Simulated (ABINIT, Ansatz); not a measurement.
# MgB2C2 (Pnnm): changed settings of a GW run in ABINIT

A base run on MgB2C2 (Pnnm), then changed inputs.

Main program and level: ABINIT 10.8.3; PBEsol and many-body steps on it, plane waves.

Most raw output is cut from this account.

### Step 1. The starting structure

The structure is orthorhombic, space group Pnnm (No. 58). Conventional cell: a = 4.615 Å, b = 7.179 Å, c = 2.765 Å, α = 90.00°, β = 90.00°, γ = 90.00°. Nearest to Mg lie 6 C at 2.32 to 2.40 Å and 6 B at 2.42 to 2.44 Å. Nearest to B lie 3 C at 1.57 to 1.59 Å and 3 Mg at 2.42 to 2.44 Å. Nearest to C lie 3 B at 1.57 to 1.59 Å and 3 Mg at 2.32 to 2.40 Å. Farther neighbours are not listed.

The cell and positions are those that the Materials Project relaxed with its own functionals (PBE, PBE+U or r2SCAN), kept fixed.

### Step 2. Screening, 4×2×4 mesh, 108 bands, screening to 141.5 eV

This step: ABINIT 10.8.3; RPA screening on PBEsol, plane waves, norm-conserving pseudopotentials.

The RPA dielectric matrix is built and inverted for each q.

The input, run.abi:

```
acell 3*1.0 Angstrom
rprim 
  4.614773700000 0.000000000000 0.000000000000
  0.000000000000 7.178871410000 0.000000000000
  0.000000000000 0.000000000000 2.765296290000
ntypat 3
znucl 12 5 6
natom 10
typat 1 1 2 2 2 2 3 3 3 3
xred 
  0.500000000000 0.500000000000 0.500000000000
  0.000000000000 0.000000000000 0.000000000000
  0.883450940000 0.729625690000 0.500000000000
  0.116549060000 0.270374310000 0.500000000000
  0.616549060000 0.229625690000 0.000000000000
  0.383450940000 0.770374310000 0.000000000000
  0.785476000000 0.220340420000 0.500000000000
  0.214524000000 0.779659580000 0.500000000000
  0.714524000000 0.720340420000 0.000000000000
  0.285476000000 0.279659580000 0.000000000000
pp_dirpath "pseudos"
pseudos "Mg.upf, B.upf, C.upf"
ecut 38
ngkpt 4 2 4
nshiftk 1
shiftk 0 0 0
kptopt 1
chksymbreak 0
istwfk *1
occopt 1
irdwfk 1
optdriver 3
nband 108
ecuteps 5.2
inclvkb 2
awtr 1
symchi 1
indata_prefix "in"
outdata_prefix "out"
tmpdata_prefix "tmp"
```

On the command line:

```console
$ OMP_NUM_THREADS=1 mpirun -n 8 abinit run.abi > log
```

The job ended after 95 s (8 MPI ranks of Arm Neoverse V2, shared host; peak memory 4.3 GiB).

This step gave:

```
ε∞ with local fields, on this mesh, along the program's q direction : 8.402
the same without local fields                                       : 8.965
plasma frequency                                                    : 26.88 eV
plane waves in the screening matrix                                 : 353
```

Local fields lower ε∞ by 6 %. On a Γ-centred mesh this coarse the value itself is usually too large, while a short band sum pulls it down.

### Step 3. Base

The self-energy is evaluated for the states that the input lists, and the levels follow from it, in one-shot runs by the linearised quasiparticle equation.

This step: G0W0 on PBEsol, plane waves, norm-conserving pseudopotentials.

run.abi: that of step 2 with these lines changed.

```diff
@@ -31,8 +31,17 @@
 irdwfk 1
-optdriver 3
+optdriver 4
 nband 108
+gwcalctyp 0
+ecutsigx 38
+symsigma 1
+nkptgw 2
+kptgw 
+  0.0000000000 0.0000000000 0.0000000000
+  0.0000000000 0.0000000000 0.2500000000
+bdgw 
+  23 26
+  23 26
 ecuteps 5.2
-inclvkb 2
-awtr 1
-symchi 1
+irdscr 1
+ppmodel 1
 indata_prefix "in"
```

Run time: 18 s. Hardware: 8 MPI ranks; peak memory 3.1 GiB.

Numbers from this step:

```
G0W0 gap on the points computed              : 1.783 eV
starting gap on the mesh                     : 1.234 eV
k of the valence top                         : 0, 0, 0
k of the conduction bottom                   : 0, 0, 0.25
Z at the valence top                         : 0.795
Z at the conduction bottom                   : 0.807
least direct G0W0 gap on the computed points : 2.342 eV
```

The gap on the mesh goes from 1.23 eV to 1.78 eV, a correction of +0.55 eV.

### Step 4. Another k mesh than the file's

run.abi: that of step 3 with these lines changed.

```diff
@@ -23,3 +23,3 @@
 ecut 38
-ngkpt 4 2 4
+ngkpt 5 3 5
 nshiftk 1
```

Elapsed: 2.3 s, on 8 MPI ranks; peak memory 0.06 GiB.

The run stopped with an error after 2.3 s.

The program's words: hdr%kptrlatt_orig: [4, 0, 0, 0, 2, 0, 0, 0, 4] dtset%kptrlatt_orig: [5, 0, 0, 0, 3, 0, 0, 0, 5]

The fault put into this input: another k mesh than the file's.

### Step 5. Side by side

Times are wall times on 8 MPI ranks of Arm Neoverse V2, shared host, good to a factor of about two. A run's time includes the screening step that it read.

```
 run   mesh  bands  screening cutoff (eV)  DFT gap (eV)  gap on the mesh (eV)  direct (eV)  ε∞ used     time
base  4×2×4    108                  141.5         1.234                 1.783        2.342     8.40  1.9 min
```

### Step 6. Results

| Quantity | Value |
| --- | --- |
| base | 1.783 eV |
| known limits | not at the basis limit; coarse k mesh |

Bands and cutoff are finite, so the gap is not at the basis limit. The miss can reach some tenths of an eV and take either sign; the mesh is an error of its own. In the G0W0 run levels were corrected at 2 k points alone, so a gap called «on the mesh» is the least over those, and an edge elsewhere would be missed. The 4×2×4 mesh is coarse for this cell, which bears on the long-range parts of exchange and screening.

[Paths, hosts, dates, memory and timing lines, banners, echoed tables and standing remarks are left out of the program output.]

[Logs are printed without paths, hosts, clocks, repeated set-up lines and the standing remarks that a program may print on its own settings, such as how far it seeks lower states.]

[Runs of the session that timed out or met a known fault of the program may be left out.]

[Hosts, paths, dates, database ids (printed as entryN), source tags and the programs' standing remarks are cut or masked in the printed files.]

[G0W0 gaps are taken among the corrected bands and points alone; a level outside them can change the order at an edge.]

[Where Ansatz stands beside ABINIT at settings called matched, ABINIT's density can come from a denser mesh and the files from another edition; pairs whose starting gaps differed by over 0.03 eV were left out, so agreement reads better than it is.]
